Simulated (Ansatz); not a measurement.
# NaTaS3 in Imma, a phase reached by a soft mode: a soft mode frozen in

Which phase does NaTaS3 in Imma, a phase reached by a soft mode fall into along its unstable mode, and how much energy does it gain?

Program: Ansatz 0.2.0. Level of theory: DFT PBE, scalar-relativistic, plane waves, PAW; PAW set soft_1. Results are calculated unless marked as measured.

This is a report of a sequence of runs, with most program output left out.

The structure was built from a prototype and need not be the compound's stable phase.

**1. Set-up**

The structure is orthorhombic, space group Imma (No. 74). The conventional cell has a = 6.800 Å, b = 9.314 Å, c = 6.662 Å, α = 90.00°, β = 90.00°, γ = 90.00°. Na has 7 S at 2.76 to 3.51 Å nearest. Ta has 6 S at 2.44 Å nearest. Nearest to S lie 2 Ta at 2.44 Å and 3 Na at 2.76 to 3.51 Å. Nearest to S lie 2 Ta at 2.44 Å and 2 Na at 2.89 Å. Farther neighbours and most contacts between anions are not listed.

**2. Zone-centre response**

This phase was reached earlier by freezing in an unstable mode of a structure of higher symmetry and relaxing. Its zone-centre modes can show that it is still unstable.

Input file input.yaml:

```yaml
crystal:
  lattice:
    - [-3.3998947519, 4.6572297887, 3.3312277081]
    - [3.3998947519, -4.6572297887, 3.3312277081]
    - [3.3998947519, 4.6572297887, -3.3312277081]
  atoms:
    - { symbol: Na, position: [0.727867958, 0.977867958, 0.75] }
    - { symbol: Na, position: [0.272132042, 0.022132042, 0.25] }
    - { symbol: Ta, position: [0.5, 0.5, 0.0] }
    - { symbol: Ta, position: [0.0, 0.5, 0.5] }
    - { symbol: S, position: [0.8585554358, 0.6085554358, 0.25] }
    - { symbol: S, position: [0.1414445642, 0.3914445642, 0.75] }
    - { symbol: S, position: [0.6909682637, 0.0, 0.1909682637] }
    - { symbol: S, position: [0.3090317363, 0.0, 0.8090317363] }
    - { symbol: S, position: [0.3090317363, 0.5, 0.3090317363] }
    - { symbol: S, position: [0.6909682637, 0.5, 0.6909682637] }
kpoints:
  mp_grid: { grid: [8, 8, 8] }
hamiltonian:
  xc: pbe
  pseudopotentials: { kind: paw, azcp: { folder: soft_1 } }
scf:
  occupations: { method: methfessel_paxton, width: 0.2 }
output:
  eigenvalues: true
phonons:
  method: dfpt
```

Launch:

```
ansatz run input.yaml --threads 4 --pin off --max-ram 16384MiB --backend cpu --events-out ev --progress --plain --runs-dir out
```

The job ended after 20 min (4 threads of Arm Neoverse V1, shared host; peak memory 7.1 GiB; 77 min of CPU time).

Numbers from this step:

| Quantity | Value |
| --- | --- |
| volume per atom | 21.10 Å³ |
| gap on the k-mesh | 0 eV |
| sum-rule residual before enforcement | 1.06e-4 eV/Å² |
| point group | mmm |
| highest optical mode at the zone centre (no LO-TO term) | 458.6 cm⁻¹ |
| lowest optical zone-centre mode | -113.7 cm⁻¹ |

Patterns of degenerate modes are one choice out of their space. The modes at Γ (shares of kinetic energy by element, %) (negative means imaginary):

```csv
mode,frequency (cm⁻¹),symmetry,Na %,Ta %,S %
1,-113.7,B3u,6,38,57
2,-92.2,B1u,7,48,45
3,-51.6,B2u,7,50,43
4,0.0,acoustic,8,60,32
5,0.0,acoustic,8,60,32
6,0.0,acoustic,8,60,32
7,51.1,B2g,24,0,76
8,57.7,B1g,0,0,100
9,71.3,B3u,39,0,61
10,106.3,B3g,92,0,8
11,111.2,B2g,70,0,30
12,121.3,Au,0,14,86
13,123.4,B2u,85,0,15
14,140.9,B3u,47,2,51
15,147.2,Ag,77,0,23
16,147.6,B1u,4,19,77
17,165.7,Au,0,86,14
18,167.6,Ag,1,0,99
19,169.5,B2u,1,89,11
20,171.8,B1u,47,49,4
21,184.8,B1g,0,0,100
22,193.4,B2g,6,0,94
23,201.1,B1u,33,23,44
24,227.3,B3g,8,0,92
25,237.2,Ag,23,0,77
26,268.9,B3u,0,0,100
27,281.6,B2u,0,1,99
28,306.6,B1u,2,1,98
29,309.6,B3g,0,0,100
30,458.6,B3g,0,0,100
```

Displacements in mode 1 (-113.7 cm⁻¹), the largest set to 1:
```
Na1 -0.56  0.00  0.00
Na2 -0.56  0.00  0.00
Ta3  0.52  0.00  0.00
Ta4  0.52  0.00  0.00
S5  -0.54  0.00  0.00
S6  -0.54  0.00  0.00
S7  -1.00  0.00  0.14
S8  -1.00  0.00  0.14
S9  -1.00  0.00 -0.14
S10 -1.00  0.00 -0.14
```

Displacements in mode 17 (165.7 cm⁻¹), the largest set to 1:
```
Na1  0.00  0.00  0.00
Na2  0.00  0.00  0.00
Ta3  1.00  0.00  0.00
Ta4 -1.00  0.00  0.00
S5   0.00  0.00  0.00
S6   0.00  0.00  0.00
S7   0.00  0.66  0.00
S8   0.00  0.66  0.00
S9   0.00 -0.66  0.00
S10  0.00 -0.66  0.00
```

Before it was imposed, the acoustic sum rule was missed by 1.1e-4 eV/Å². Small misses are needed for a sound result but don't prove that mesh and cutoff are converged. The lowest optical mode is imaginary, 113.7i cm⁻¹, so the energy falls along it.

**3. The mode frozen in, largest atomic shift 0 Å**

The mode followed lies at Γ with frequency 113.7i cm⁻¹, the softest among the wavevectors solved. At small amplitude the distorted cell has space group no. 46 by a symmetry search on the positions. The undistorted cell that holds it gives the zero of energy on the same k mesh.

input.yaml: that of step 2 with these lines changed.

```diff
@@ -24,4 +24,4 @@
 output:
+  forces: true
+  stress: true
   eigenvalues: true
-phonons:
-  method: dfpt
```

Wall time 15 s (4 threads); peak memory 1 GiB; 60 s of CPU time.

This step gave:

```
pressure                         : 0.001734 GPa
energy from the undistorted cell : 0 meV/atom
```

The run ends at a pressure of 0.00 GPa, with forces up to 8.1e-4 eV/Å.

**4. The mode frozen in, largest atomic shift 0.14 Å**

The atoms are moved along the unstable eigenvector, the largest shift by 0.14 Å, with the cell fixed.

input.yaml, the sections that differ from step 3:

```yaml
crystal:
  lattice:
    - [-3.3998947519, 4.6572297887, 3.3312277081]
    - [3.3998947519, -4.6572297887, 3.3312277081]
    - [3.3998947519, 4.6572297887, -3.3312277081]
  atoms:
    - { symbol: Na, position: [0.727867958, 0.9663619734, 0.7384940154] }
    - { symbol: Na, position: [0.272132042, 0.0106260574, 0.2384940154] }
    - { symbol: Ta, position: [0.5, 0.5106535209, 0.0106535209] }
    - { symbol: Ta, position: [0.0, 0.5106535209, 0.5106535209] }
    - { symbol: S, position: [0.8585554358, 0.597477092, 0.2389216562] }
    - { symbol: S, position: [0.1414445642, 0.3803662204, 0.7389216562] }
    - { symbol: S, position: [0.6938088927, -0.0175592523, 0.1705683825] }
    - { symbol: S, position: [0.3118723652, -0.0175592523, 0.788631855] }
    - { symbol: S, position: [0.3061911073, 0.4767594898, 0.288631855] }
    - { symbol: S, position: [0.6881276348, 0.4767594898, 0.6705683825] }
# kpoints, hamiltonian, scf, output: as in step 3
```

Elapsed: 24 s, on 4 threads; peak memory 0.98 GiB; 95 s of CPU time.

Numbers from this step:

| Property | Result |
| --- | --- |
| pressure | 1.106 GPa |
| gap on the k-mesh | 0.2566 eV |
| energy from the undistorted cell | -6.077 meV/atom |

The energy, extrapolated to zero smearing, is -6.08 meV/atom against the undistorted cell.

The run ends at a pressure of 1.11 GPa, with forces up to 0.24 eV/Å.

**5. Energy along the mode, all amplitudes (two of the runs are shown above)**

An imaginary frequency means negative curvature, so the energy should fall and then rise again as anharmonic terms take over.

Numbers from this step:

```yaml
depth_at_the_lowest_point_sampled: 6.077 meV/atom
largest_atomic_shift_at_that_point: 0.14 Å
```

Table of energy from the parent by largest atomic shift:

```csv
largest atomic shift (Å),energy from the parent (meV/atom)
0.000,0
0.040,-0.988
0.080,-3.56
0.140,-6.08
0.220,3.54
0.320,55.5
```

Displacement at unit largest shift by atom:

```csv
atom,x (Å),y (Å),z (Å),size
Na1,-0.56,0.00,0.00,0.56
Na2,-0.56,0.00,0.00,0.56
Ta3,0.52,0.00,0.00,0.52
Ta4,0.52,0.00,0.00,0.52
S5,-0.54,0.00,0.00,0.54
S6,-0.54,0.00,0.00,0.54
S7,-0.99,0.00,0.14,1.00
S8,-0.99,0.00,0.14,1.00
S9,-0.99,0.00,-0.14,1.00
S10,-0.99,0.00,-0.14,1.00
```

The lowest of the steps tried is at 0.14 Å, 6.08 meV/atom below the parent; the bottom of the well need not coincide with a step.

**6. Relaxing from the distorted cell**

Starting from the lowest point found, all atoms and the cell are let go, so that strain and other modes of the same symmetry can join in.

input.yaml: that of step 4 with these lines changed.

```diff
@@ -27 +27,6 @@
   eigenvalues: true
+relax:
+  adjacent_minimum: "off"
+  f_tol: 0.002
+  max_steps: 120
+  cell: { stress_tol: 0.03 }
```

Run time: 4.8 min. Hardware: 4 threads; peak memory 1 GiB.

Step by step:

```csv
step,energy less that of the first step (eV),largest force component (eV/Å),pressure (GPa),volume (Å³)
1,0.0000,0.1997,1.11,210.99
2,-0.0302,0.2390,-0.42,213.50
3,-0.0421,0.1682,-0.20,213.61
4,-0.0466,0.1153,0.00,213.52
5,-0.0492,0.0487,0.02,213.94
6,-0.0497,0.0290,0.02,214.15
7,-0.0501,0.0046,0.00,214.34
8,-0.0501,0.0066,-0.01,214.39
9,-0.0501,0.0061,0.03,214.36
10,-0.0501,0.0017,-0.01,214.40
11*,-0.0505,0.0017,-0.01,214.40
```

Relaxation steps marked * repeat the geometry before them on a plane-wave basis chosen anew for their cell, so energy and pressure can jump there. Relaxation step 9 was tried and not accepted.

Forces are held to the 4 operations that the run works with; a distortion that breaks them can't arise in this run.

```csv
"conventional cell, symmetrised",before,after,change
a (Å),9.314,9.264,-0.5 %
b (Å),6.662,6.687,+0.4 %
c (Å),6.800,6.922,+1.8 %
volume (Å³/atom),21.10,21.44,+1.6 %
```

The atoms that moved most (Å, as changes of fractional coordinates times the final cell):

```csv
atom,dx,dy,dz,length
Na2,-0.104,0.000,-0.012,0.105
Na1,-0.104,0.000,0.012,0.105
Ta4,0.090,0.000,0.000,0.090
Ta3,0.090,0.000,0.000,0.090
S7,0.010,-0.012,0.030,0.034
S9,0.010,0.012,-0.030,0.034
S10,0.010,-0.012,-0.030,0.034
S8,0.010,0.012,0.030,0.034
```

This step gave:

* pressure: -0.01052 GPa
* volume per atom: 21.44 Å³
* gap on the k-mesh: 0.5092 eV

The distorted start has space group Ima2; the relaxation ends in Ima2.

**7. The new phase in its own primitive cell**

The relaxed structure is symmetrised, reduced to its primitive cell and relaxed tightly, as its phonons need.

Input file input.yaml:

```yaml
crystal:
  lattice:
    - [-4.631943629, 3.3436204199, 3.4609037492]
    - [4.631943629, -3.3436204199, 3.4609037492]
    - [4.631943629, 3.3436204199, -3.4609037492]
  atoms:
    - { symbol: Na, position: [0.9531149335, 0.7234700154, 0.7296449182] }
    - { symbol: Na, position: [0.9938250972, 0.2234700154, 0.2703550818] }
    - { symbol: Ta, position: [0.5235856375, 0.0235856375, 0.5] }
    - { symbol: Ta, position: [0.5235856375, 0.5235856375, 0.0] }
    - { symbol: S, position: [0.5958267288, 0.2380629157, 0.8577638131] }
    - { symbol: S, position: [0.3802991025, 0.7380629157, 0.1422361869] }
    - { symbol: S, position: [0.9884309885, 0.1706975537, 0.6969776807] }
    - { symbol: S, position: [0.9884309885, 0.7914533078, 0.3177334349] }
    - { symbol: S, position: [0.473719873, 0.2914533078, 0.3030223193] }
    - { symbol: S, position: [0.473719873, 0.6706975537, 0.6822665651] }
kpoints:
  mp_grid: { grid: [6, 6, 6] }
hamiltonian:
  xc: pbe
  pseudopotentials: { kind: paw, azcp: { folder: soft_1 } }
scf:
  occupations: { method: fixed }
output:
  forces: true
  stress: true
  eigenvalues: true
relax:
  adjacent_minimum: "off"
  f_tol: 0.001
  max_steps: 60
  cell: { stress_tol: 0.01 }
```

Elapsed: 47 s, on 4 threads; peak memory 0.77 GiB.

Little changed from the start: no atom moved by 0.005 Å and no cell edge by 0.1 %.

Numbers from this step:

```yaml
pressure: 0.004974 GPa
gap_on_the_k_mesh: 0.5290 eV
direct_gap_on_mesh: 0.5887 eV
```

The largest force component left is 0.89 meV/Å and the pressure is 0.005 GPa, within the tolerances set. The cell now holds 21.44 Å³/atom.

**8. The phases reached**

The phases reached along the modes that were followed are set side by side.

Energies are those of the first relaxation, on the mesh of the frozen mode; space group, volume and gap are those of the last relaxation. Phases, by row:

```csv
mode frozen in,space group,energy from parent (meV/atom),volume (Å³/atom),gap on mesh (eV),lowest zone-centre optical mode (cm⁻¹),largest shift (Å)
parent,Imma,0,21.1,0,–,–
"q = (0, 0, 0), 114i cm⁻¹",Ima2,-11.05,21.44,0.529,–,0.236
```

**9. What came out**

| Property | Result |
| --- | --- |
| unstable mode of the parent | q = (0, 0, 0), 114i cm⁻¹ |
| depth at the lowest point sampled | 6.08 meV/atom |
| largest atomic shift at that point | 0.14 Å |
| space group reached (within 0.01 Å) | Ima2 |
| energy gained over the parent (first relaxation, on the mesh of the frozen mode) | 11.0 meV/atom |
| volume per atom, phase reached | 21.4 Å³ |
| gap on the k-mesh, phase reached | 0.529 eV |

In words: Along this mode the structure falls into Ima2, 11.0 meV/atom below the parent. At the parent's cell the well is 6.077 meV/atom deep on the steps tried, with its lowest point at a shift of 0.14 Å. Relaxing atoms and cell changes the gain by +4.97 meV/atom against the lowest step (energies at zero smearing). The modes of the phase reached were not computed on this path. Each path keeps the symmetry of its pattern, so a lower phase may lie along a pattern not tried. With no gap, or one that is small against the smearing, the frequencies hang on the k mesh and the smearing, most of all near Kohn anomalies. A semilocal functional can close a gap that the real compound would have, so the metallic treatment may be an artefact of the level. Spin-orbit coupling is left out, which can matter for the heavy elements here. The starting cell was built on a prototype and not taken from a measurement, so the phase need not exist.

[Logs are printed without paths, hosts, clocks, repeated set-up lines and the standing remarks that a program may print on its own settings, such as how far it seeks lower states.]

[Hosts, paths, dates, database ids (printed as entryN), source tags and the programs' standing remarks are cut or masked in the printed files.]
